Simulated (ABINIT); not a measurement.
# Quasiparticle gap of SrTiO3 (Tausonite) in ABINIT

Aim: the G0W0 gap of SrTiO3 (Tausonite) on PBE, step by step.

Calculated with ABINIT 10.8.3; PBE and many-body steps on it, plane waves.

**Experimental background.**

- Gap 3.77 eV: direct gap (M0 critical point); spectroscopic ellipsometry, second-derivative fit; 300 K; bulk crystal (commercial single crystal) (“Optical probe of ferroelectric order in bulk and thin film perovskite titanates”, 2013, arxiv:1309.1245).

## (1) Set-up

The structure is cubic, space group Pm-3m (No. 221). The conventional cell has a = 3.905 Å, b = 3.905 Å, c = 3.905 Å, α = 90.00°, β = 90.00°, γ = 90.00°. Nearest to Sr lie 12 O at 2.76 Å. Nearest to Ti lie 6 O at 1.95 Å. O has 2 Ti at 1.95 Å and 4 Sr at 2.76 Å nearest. Farther neighbours and most contacts between anions are not listed.

The cell and positions come from the Crystallography Open Database and are kept as given unless a step says otherwise.

## (2) Ground state

This step: ABINIT 10.8.3; DFT, PBE, plane waves, norm-conserving pseudopotentials.

The ground-state density comes first.

run.abi

```
acell 3*1.0 Angstrom
rprim 
  3.905280000000 0.000000000000 0.000000000000
  0.000000000000 3.905280000000 0.000000000000
  0.000000000000 0.000000000000 3.905280000000
ntypat 3
znucl 38 22 8
natom 5
typat 1 2 3 3 3
xred 
  0.500000000000 0.500000000000 0.500000000000
  0.000000000000 0.000000000000 0.000000000000
  0.500000000000 0.000000000000 0.000000000000
  0.000000000000 0.500000000000 0.000000000000
  0.000000000000 0.000000000000 0.500000000000
pp_dirpath "pseudos"
pseudos "Sr.upf, Ti.upf, O.upf"
ecut 38
ngkpt 6 6 6
nshiftk 1
shiftk 0 0 0
kptopt 1
chksymbreak 0
nband 26
occopt 1
tolvrs 1e-10
nstep 60
prtwf 0
indata_prefix "in"
outdata_prefix "out"
tmpdata_prefix "tmp"
```

On the command line:

```sh
$ OMP_NUM_THREADS=1 mpirun -n 4 abinit run.abi > log
```

Numbers of over 12 decimals in the logs are rounded to 6 here.

Output:

```text
.Version 10.8.3 of ABINIT. v10.8.2 released Aug 2026.

 Symmetries : space group Pm -3 m (#221); Bravais cP (primitive cubic)
================================================================================
 Values of the parameters that define the memory need of the present run
     intxc =       0    ionmov =       0      iscf =       7    lmnmax =       6
     lnmax =       6     mgfft =      45  mpssoang =       3    mqgrid =    3001
     natom =       5  nloc_mem =       1    nspden =       1   nspinor =       1
    nsppol =       1      nsym =      48    n1xccc =    2501    ntypat =       3
    occopt =       1   xclevel =       2
-    mband =          26        mffmem =           1         mkmem =           5
       mpw =        4525          nfft =       91125          nkpt =          20
================================================================================
  Rough estimation (10% accuracy) of disk space for files :
================================================================================

--------------------------------------------------------------------------------
------------- Echo of variables that govern the present computation ------------
--------------------------------------------------------------------------------
 -outvars: echo values of preprocessed input variables --------
            acell      1.8897261259E+00  1.8897261259E+00  1.8897261259E+00 Bohr

      chksymbreak           0
             ecut      3.80000000E+01 Hartree
-          fftalg         312

              ixc     -101130
              kpt      0.00000000E+00  0.00000000E+00  0.00000000E+00
                       1.66666667E-01  0.00000000E+00  0.00000000E+00
                       3.33333333E-01  0.00000000E+00  0.00000000E+00
                       5.00000000E-01  0.00000000E+00  0.00000000E+00
                       1.66666667E-01  1.66666667E-01  0.00000000E+00
                       3.33333333E-01  1.66666667E-01  0.00000000E+00
                       5.00000000E-01  1.66666667E-01  0.00000000E+00
                       3.33333333E-01  3.33333333E-01  0.00000000E+00
                       5.00000000E-01  3.33333333E-01  0.00000000E+00
   [... 9 further rows ...]
                       5.00000000E-01  5.00000000E-01  3.33333333E-01
                       5.00000000E-01  5.00000000E-01  5.00000000E-01
         kptrlatt        6    0    0      0    6    0      0    0    6
          kptrlen      4.42794579E+01
P           mkmem           5
            natom           5
            nband          26
            ngfft          45      45      45
             nkpt          20
            nstep          60
             nsym          48
           ntypat           3
              occ      2.000000  2.000000  2.000000  2.000000  2.000000  2.000000
                       2.000000  2.000000  2.000000  2.000000  2.000000  2.000000
                       2.000000  2.000000  2.000000  2.000000  2.000000  2.000000
                       2.000000  2.000000  0.000000  0.000000  0.000000  0.000000
                       0.000000  0.000000
            prtwf           0
            rprim      3.9052800000E+00  0.0000000000E+00  0.0000000000E+00
[...]
spgroup         221

           tolvrs      1.00000000E-10

             xred      5.0000000000E-01  5.0000000000E-01  5.0000000000E-01
[...]
znucl       38.00000   22.00000    8.00000

================================================================================

 chkinp: Checking input parameters for consistency.

================================================================================
== DATASET  1 ==================================================================
-   mpi_nproc: 4, omp_nthreads: 1 (-1 if OMP is not activated)

--- !DatasetInfo
iteration_state: {dtset: 1, }
dimensions: {natom: 5, nkpt: 20, mband: 26, nsppol: 1, nspinor: 1, nspden: 1, mpw: 4525, }
cutoff_energies: {ecut:  38.0, pawecutdg:  -1.0, }
electrons: {nelect:   4.00000000E+01, charge:   0.00000000E+00, occopt:   1.00000000E+00, tsmear:   1.00000000E-02, }

 Real(R)+Recip(G) space primitive vectors, cartesian coordinates (Bohr,Bohr^-1):
 R(1)=  7.3799096  0.0000000  0.0000000  G(1)=  0.1355030  0.0000000  0.0000000
 R(2)=  0.0000000  7.3799096  0.0000000  G(2)=  0.0000000  0.1355030  0.0000000
 R(3)=  0.0000000  0.0000000  7.3799096  G(3)=  0.0000000  0.0000000  0.1355030
 Unit cell volume ucvol=  4.0193251E+02 bohr^3
 Angles (23,13,12)=  9.00000000E+01  9.00000000E+01  9.00000000E+01 degrees

 getcut: wavevector=  0.0000  0.0000  0.0000  ngfft=  45  45  45
         ecut(hartree)=     38.000   => boxcut(ratio)=   2.14855

--- Pseudopotential description ------------------------------------------------
- Sr Generated using ONCVPSP code by D. R. Hamann
- 38.00000  10.00000  171031                  znucl, zion, pspdat
12 -101130 2 -1 1834                          pspcod,pspxc,lmax,lloc,mmax
     nproj     2     2     2
  pspatm : epsatm=   12.84204793
         --- l  ekb(1:nproj) -->
[...]
pspatm: atomic psp has been read  and splines computed

- Ti Generated using ONCVPSP code by D. R. Hamann
- 22.00000  12.00000  171031                  znucl, zion, pspdat
12 -101130 2 -1 1586                          pspcod,pspxc,lmax,lloc,mmax
[...]
ETOT  6  -143.53667094116    -1.177E-02 2.378E-03 2.084E+01
 ETOT  7  -143.54052405821    -3.853E-03 9.859E-03 1.503E+00
 ETOT  8  -143.54082156406    -2.975E-04 1.867E-03 1.093E-01
 ETOT  9  -143.54084400344    -2.244E-05 4.528E-03 3.528E-04
 ETOT 10  -143.54084405617    -5.273E-08 1.489E-03 1.322E-04
 ETOT 11  -143.54084407869    -2.251E-08 1.326E-03 4.309E-06
 ETOT 12  -143.54084407962    -9.340E-10 9.459E-04 1.902E-09
 ETOT 13  -143.54084407962    -2.785E-12 1.805E-03 8.134E-10
 ETOT 14  -143.54084407963    -5.002E-12 1.226E-03 2.542E-12

 At SCF step   14       vres2   =  2.54E-12 < tolvrs=  1.00E-10 =>converged.

 Cartesian components of stress tensor (hartree/bohr^3)
  sigma(1 1)= -1.16965023E-04  sigma(3 2)=  0.00000000E+00
  sigma(2 2)= -1.16965023E-04  sigma(3 1)=  0.00000000E+00
  sigma(3 3)= -1.16965023E-04  sigma(2 1)=  0.00000000E+00

--- !ResultsGS
iteration_state: {dtset: 1, }
comment   : Summary of ground state results
lattice_vectors:
- [  7.3799096,   0.0000000,   0.0000000, ]
- [  0.0000000,   7.3799096,   0.0000000, ]
- [  0.0000000,   0.0000000,   7.3799096, ]
lattice_lengths: [   7.37991,    7.37991,    7.37991, ]
lattice_angles: [ 90.000,  90.000,  90.000, ] # degrees, (23, 13, 12)
lattice_volume:   4.0193251E+02
convergence: {deltae: -5.002E-12, res2:  2.542E-12, residm:  1.226E-03, diffor: null, }
etotal    :  -1.43540844E+02
entropy   :   0.00000000E+00
fermie    :   2.54497182E-01
cartesian_stress_tensor: # hartree/bohr^3
- [ -1.16965023E-04,   0.00000000E+00,   0.00000000E+00, ]
- [  0.00000000E+00,  -1.16965023E-04,   0.00000000E+00, ]
- [  0.00000000E+00,   0.00000000E+00,  -1.16965023E-04, ]
pressure_GPa:   3.4412E+00
xred      :
- [  5.0000E-01,   5.0000E-01,   5.0000E-01, Sr]
- [  0.0000E+00,   0.0000E+00,   0.0000E+00, Ti]
- [  5.0000E-01,   0.0000E+00,   0.0000E+00,  O]
- [  0.0000E+00,   5.0000E-01,   0.0000E+00,  O]
- [  0.0000E+00,   0.0000E+00,   5.0000E-01,  O]
cartesian_forces: # hartree/bohr
- [ -0.00000000E+00,  -0.00000000E+00,  -0.00000000E+00, ]
- [ -0.00000000E+00,  -0.00000000E+00,  -0.00000000E+00, ]
- [ -0.00000000E+00,  -0.00000000E+00,  -0.00000000E+00, ]
- [ -0.00000000E+00,  -0.00000000E+00,  -0.00000000E+00, ]
- [ -0.00000000E+00,  -0.00000000E+00,  -0.00000000E+00, ]
force_length_stats: {min:   0.00000000E+00, max:   0.00000000E+00, mean:   0.00000000E+00, }

 Integrated electronic density in atomic spheres:
 ------------------------------------------------
 Atom  Sphere_radius  Integrated_density
[...]
================================================================================

 ----iterations are completed or convergence reached----

 Mean square residual over all n,k,spin=   83.496E-07; max=  12.261E-04
 reduced coordinates (array xred) for    5 atoms
       0.500000000000      0.500000000000      0.500000000000
       0.000000000000      0.000000000000      0.000000000000
       0.500000000000      0.000000000000      0.000000000000
       0.000000000000      0.500000000000      0.000000000000
       0.000000000000      0.000000000000      0.500000000000
 rms dE/dt=  0.0000E+00; max dE/dt=  0.0000E+00; dE/dt below (all hartree)
    1       0.000000000000      0.000000000000      0.000000000000
    2       0.000000000000      0.000000000000      0.000000000000
    3       0.000000000000      0.000000000000      0.000000000000
    4       0.000000000000      0.000000000000      0.000000000000
    5       0.000000000000      0.000000000000      0.000000000000

 cartesian coordinates (angstrom) at end:
    1      1.952640     1.952640     1.952640
    2      0.000000     0.000000     0.000000
    3      1.952640     0.000000     0.000000
    4      0.000000     1.952640     0.000000
    5      0.000000     0.000000     1.952640

 cartesian forces (hartree/bohr) at end:
[...]
frms,max,avg= 0.0000000E+00 0.0000000E+00   0.000E+00  0.000E+00  0.000E+00 h/b

 cartesian forces (eV/Angstrom) at end:
    1     -0.000000    -0.000000    -0.000000
    2     -0.000000    -0.000000    -0.000000
    3     -0.000000    -0.000000    -0.000000
    4     -0.000000    -0.000000    -0.000000
    5     -0.000000    -0.000000    -0.000000
 frms,max,avg= 0.0000000E+00 0.0000000E+00   0.000E+00  0.000E+00  0.000E+00 e/A
 length scales=  1.889726125908  1.889726125908  1.889726125908 bohr
              =  1.000000000000  1.000000000000  1.000000000000 angstroms
 prteigrs : about to open file out_EIG
 Fermi (or HOMO) energy (hartree) =   0.25450   Average Vxc (hartree)=  -0.42036
 Eigenvalues (hartree) for nkpt=  20  k points:
 kpt#   1, nband= 26, wtk=  0.00463, kpt=  0.0000  0.0000  0.0000 (reduced coord)
  -1.81815   -0.94790   -0.94625   -0.94625   -0.94625   -0.38343   -0.34734   -0.34734
  -0.28601   -0.28601   -0.28601    0.15118    0.15118    0.15118    0.21165    0.21165
   0.21165    0.24145    0.24145    0.24145    0.32460    0.32460    0.32460    0.41575
   0.41576    0.45510
 prteigrs : prtvol=0 or 1, do not print more k-points.

--- !EnergyTerms
iteration_state     : {dtset: 1, }
comment             : Components of total free energy in Hartree
kinetic             :  6.54542980228912E+01
hartree             :  3.02029718585673E+01
xc                  : -2.97726453297862E+01
Ewald energy        : -1.06245779347251E+02
psp_core            :  4.58881612978461E+00
local_psp           : -1.06039726698925E+02
non_local_psp       : -1.72877871490931E+00
total_energy        : -1.43540844079629E+02
total_energy_eV     : -3.90594535032491E+03
band_energy         : -1.20259377884534E+01

 Cartesian components of stress tensor (hartree/bohr^3)
  sigma(1 1)= -1.16965023E-04  sigma(3 2)=  0.00000000E+00
  sigma(2 2)= -1.16965023E-04  sigma(3 1)=  0.00000000E+00
  sigma(3 3)= -1.16965023E-04  sigma(2 1)=  0.00000000E+00

-Cartesian components of stress tensor (GPa)         [Pressure=  3.4412E+00 GPa]
- sigma(1 1)= -3.44122979E+00  sigma(3 2)=  0.00000000E+00
- sigma(2 2)= -3.44122979E+00  sigma(3 1)=  0.00000000E+00
- sigma(3 3)= -3.44122979E+00  sigma(2 1)=  0.00000000E+00

== END DATASET(S) ==============================================================
================================================================================

 -outvars: echo values of variables after computation  --------
           etotal     -1.4354084408E+02
            nband          26
             nkpt          20
          spgroup         221
 [... the other variables as echoed above ...]

 Calculation completed.
```

It took 38 s on 4 MPI ranks of Arm Neoverse V1, shared host; peak memory 0.34 GiB; 2.5 min of CPU time.

Numbers from this step:

```
total energy               : -3905.9454 eV
gap                        : 1.908 eV
k of the valence top       : 0.5, 0.5, 0.5
k of the conduction bottom : 0, 0, 0
least direct gap           : 2.263 eV
pressure                   : 3.441 GPa
```

The gap is indirect, with the least direct gap 0.36 eV higher.

The cutoff was set for levels, not for stress, so the pressure can be off by some GPa.

## (3) Empty states on the mesh, 4×4×4 mesh, 143 bands

The sums over transitions need many empty states on a uniform mesh; this step solves for them.

Edit run.abi of step 2 so:

```diff
@@ -18,3 +18,3 @@
 ecut 38
-ngkpt 6 6 6
+ngkpt 4 4 4
 nshiftk 1
@@ -23,7 +23,10 @@
 chksymbreak 0
-nband 26
+irdden 1
+istwfk *1
+nband 143
+prtvol 0
+optdriver 6
+gwr_task "HDIAGO"
+paral_kgb 0
 occopt 1
-tolvrs 1e-10
-nstep 60
-prtwf 0
 indata_prefix "in"
```

Output:

```text
[banner, memory and clock lines left out]
.Version 10.8.3 of ABINIT. v10.8.2 released Aug 2026.

 Symmetries : space group Pm -3 m (#221); Bravais cP (primitive cubic)
[... echo of the input left out ...]
== DATASET  1 ==================================================================
-   mpi_nproc: 4, omp_nthreads: 1 (-1 if OMP is not activated)

--- !DatasetInfo
iteration_state: {dtset: 1, }
dimensions: {natom: 5, nkpt: 10, mband: 143, nsppol: 1, nspinor: 1, nspden: 1, mpw: 4632, }
cutoff_energies: {ecut:  38.0, pawecutdg:  -1.0, }
electrons: {nelect:   4.00000000E+01, charge:   0.00000000E+00, occopt:   1.00000000E+00, tsmear:   1.00000000E-02, }

.Using double precision arithmetic; gwpc =  8

- Reading GS density from: in_DEN

--- Pseudopotential description ------------------------------------------------
- Sr Generated using ONCVPSP code by D. R. Hamann
- 38.00000  10.00000  171031                  znucl, zion, pspdat
12 -101130 2 -1 1834                          pspcod,pspxc,lmax,lloc,mmax
     nproj     2     2     2
  pspatm : epsatm=   12.84204793
         --- l  ekb(1:nproj) -->
             0    9.951127    1.027824
             1    7.382610    1.665143
             2    4.168853    0.950057
 pspatm: atomic psp has been read  and splines computed

- Ti Generated using ONCVPSP code by D. R. Hamann
- 22.00000  12.00000  171031                  znucl, zion, pspdat
12 -101130 2 -1 1586                          pspcod,pspxc,lmax,lloc,mmax
     nproj     2     2     2
  pspatm : epsatm=   14.68144553
         --- l  ekb(1:nproj) -->
[...]
pspatm: atomic psp has been read  and splines computed

- O Generated using ONCVPSP code by D. R. Hamann
-  8.00000   6.00000  171031                  znucl, zion, pspdat
12 -101130 2 -1 936                           pspcod,pspxc,lmax,lloc,mmax
     nproj     2     2     1
  pspatm : epsatm=    6.19545534
         --- l  ekb(1:nproj) -->
             0    6.056735    0.824024
             1   -4.717130   -1.149271
             2   -1.331955
 pspatm: atomic psp has been read  and splines computed

   1.84439438E+03                                ecore*ucvol(ha*bohr**3)

 Total charge density [el/Bohr^3]
)     Maximum=    1.3479E+00  at reduced coord.    0.0000    0.0000    0.9111
)     Minimum=    5.0390E-03  at reduced coord.    0.4889    0.4889    0.0000
   Integrated=    4.0000E+01

 === KS gaps after direct diagonalization ===
 Indirect band gap semiconductor
 Fundamental gap:     1.908 (eV)
   VBM:     6.925 (eV) at k: [ 5.0000E-01,  5.0000E-01,  5.0000E-01]
   CBM:     8.833 (eV) at k: [ 0.0000E+00,  0.0000E+00,  0.0000E+00]
 Direct gap:         2.263 (eV) at k: [ 0.0000E+00,  0.0000E+00,  0.0000E+00]

== END DATASET(S) ==============================================================

 -outvars: echo values of variables after computation  --------
           etotal      0.0000000000E+00
            nband         143
             nkpt          10
          spgroup         221
 [... the other variables as echoed above ...]

 Calculation completed.
```

The job ended after 3.3 min (4 MPI ranks; peak memory 4.6 GiB).

Numbers from this step:

| Property | Result |
| --- | --- |
| gap | 1.908 eV |
| k of the valence top | 0.5, 0.5, 0.5 |
| k of the conduction bottom | 0, 0, 0 |
| least direct gap | 2.263 eV |
| k points computed | 10 |
| lowest point of the top converged band, above the valence top | 77.5025 eV |

On this mesh the gap is 1.908 eV.

## (4) Screening, 4×4×4 mesh, 135 bands, screening to 149.7 eV

The RPA dielectric matrix is built and inverted for each q.

This step: RPA screening on PBE, plane waves, norm-conserving pseudopotentials.

Edit run.abi of step 3 so:

```diff
@@ -23,10 +23,11 @@
 chksymbreak 0
-irdden 1
 istwfk *1
-nband 143
-prtvol 0
-optdriver 6
-gwr_task "HDIAGO"
-paral_kgb 0
 occopt 1
+irdwfk 1
+optdriver 3
+nband 135
+ecuteps 5.5
+inclvkb 2
+awtr 1
+symchi 1
 indata_prefix "in"
```

Output:

```text
.Version 10.8.3 of ABINIT. v10.8.2 released Aug 2026.

 Symmetries : space group Pm -3 m (#221); Bravais cP (primitive cubic)
[... echo of the input left out ...]
== DATASET  1 ==================================================================
-   mpi_nproc: 4, omp_nthreads: 1 (-1 if OMP is not activated)

--- !DatasetInfo
iteration_state: {dtset: 1, }
dimensions: {natom: 5, nkpt: 10, mband: 135, nsppol: 1, nspinor: 1, nspden: 1, mpw: 4632, }
cutoff_energies: {ecut:  38.0, pawecutdg:  -1.0, }
electrons: {nelect:   4.00000000E+01, charge:   0.00000000E+00, occopt:   1.00000000E+00, tsmear:   1.00000000E-02, }

 SCREENING: Calculation of the susceptibility and dielectric matrices

 Based on a program developped by R.W. Godby, V. Olevano, G. Onida, and L. Reining.
 Incorporated in ABINIT by V. Olevano, G.-M. Rignanese, and M. Torrent.
.Using double precision arithmetic ; gwpc =  8

[... cell and pseudopotentials left out ...]
--------------------------------------------------------------------------------

 ==== K-mesh for the wavefunctions ====
 Number of points in the irreducible wedge :    10
[... list of points left out ...]
 Together with 48 symmetry operations and time-reversal symmetry
 yields    64 points in the full Brillouin Zone.

 ==== Q-mesh for the screening function ====
 Number of points in the irreducible wedge :    10
[... list of points left out ...]
 Together with 48 symmetry operations and time-reversal symmetry
 yields    64 points in the full Brillouin Zone.

 setmesh: FFT mesh size selected  =    27x   27x   27
          total number of points  =        19683

 vcoul_init : cutoff-mode = AUXILIARY_FUNCTION
 q-points for optical limit:   1
     1)      0.000010    0.000020    0.000030

- screening: taking advantage of time-reversal symmetry
- Maximum band index for partially occupied states nbvw = 20
- Remaining bands to be divided among processors   nbcw = 115
- Number of bands treated by each node ~28

 Number of electrons calculated from density =   40.0000; Expected =   40.0000
 average of density, n =  0.099519
 r_s =    1.3387
 omega_plasma =   30.4305 [eV]

 calculating chi0 at frequencies [eV] :
  1    0.000000E+00    0.000000E+00
  2    0.000000E+00    3.043050E+01

--------------------------------------------------------------------------------
  q-point number  1        q = ( 0.000000, 0.000000, 0.000000) [r.l.u.]
--------------------------------------------------------------------------------
[... chi0 elements left out ...]
 For q-point:  0.000010 0.000020 0.000030
  dielectric constant =   6.4019
  dielectric constant without local fields =   6.7713

  Average fulfillment of the sum rule on Im[epsilon] for q-point    1 :     66.37  [%]
[... wings left out ...]
  q-point number  2        q = ( 0.250000, 0.000000, 0.000000) [r.l.u.]
--------------------------------------------------------------------------------
[... chi0 elements left out ...]
  Average fulfillment of the sum rule on Im[epsilon] for q-point    2 :     76.89  [%]

 [... 8 further q-points ...]
```

Run time: 89 s. Hardware: 4 MPI ranks; peak memory 1.1 GiB; 5.9 min of CPU time.

This step gave:

| Item | Value |
| --- | --- |
| ε∞ with local fields, on this mesh, along the program's q direction | 6.402 |
| the same without local fields | 6.771 |
| plasma frequency | 30.43 eV |
| plane waves in the screening matrix | 251 |

Local fields lower ε∞ by 5 %. On a Γ-centred mesh this coarse the value itself is usually too large, while a short band sum pulls it down.

(Continued in part 2 of 2.)

[Paths, hosts, dates, memory and timing lines, banners, echoed tables and standing remarks are left out of the program output.]

[Logs are printed without paths, hosts, clocks, repeated set-up lines and the standing remarks that a program may print on its own settings, such as how far it seeks lower states.]

[Runs of the session that timed out or met a known fault of the program may be left out.]

[Hosts, paths, dates, database ids (printed as entryN), source tags and the programs' standing remarks are cut or masked in the printed files.]

[G0W0 gaps are taken among the corrected bands and points alone; a level outside them can change the order at an edge.]

[Where Ansatz stands beside ABINIT at settings called matched, ABINIT's density can come from a denser mesh and the files from another edition; pairs whose starting gaps differed by over 0.03 eV were left out, so agreement reads better than it is.]
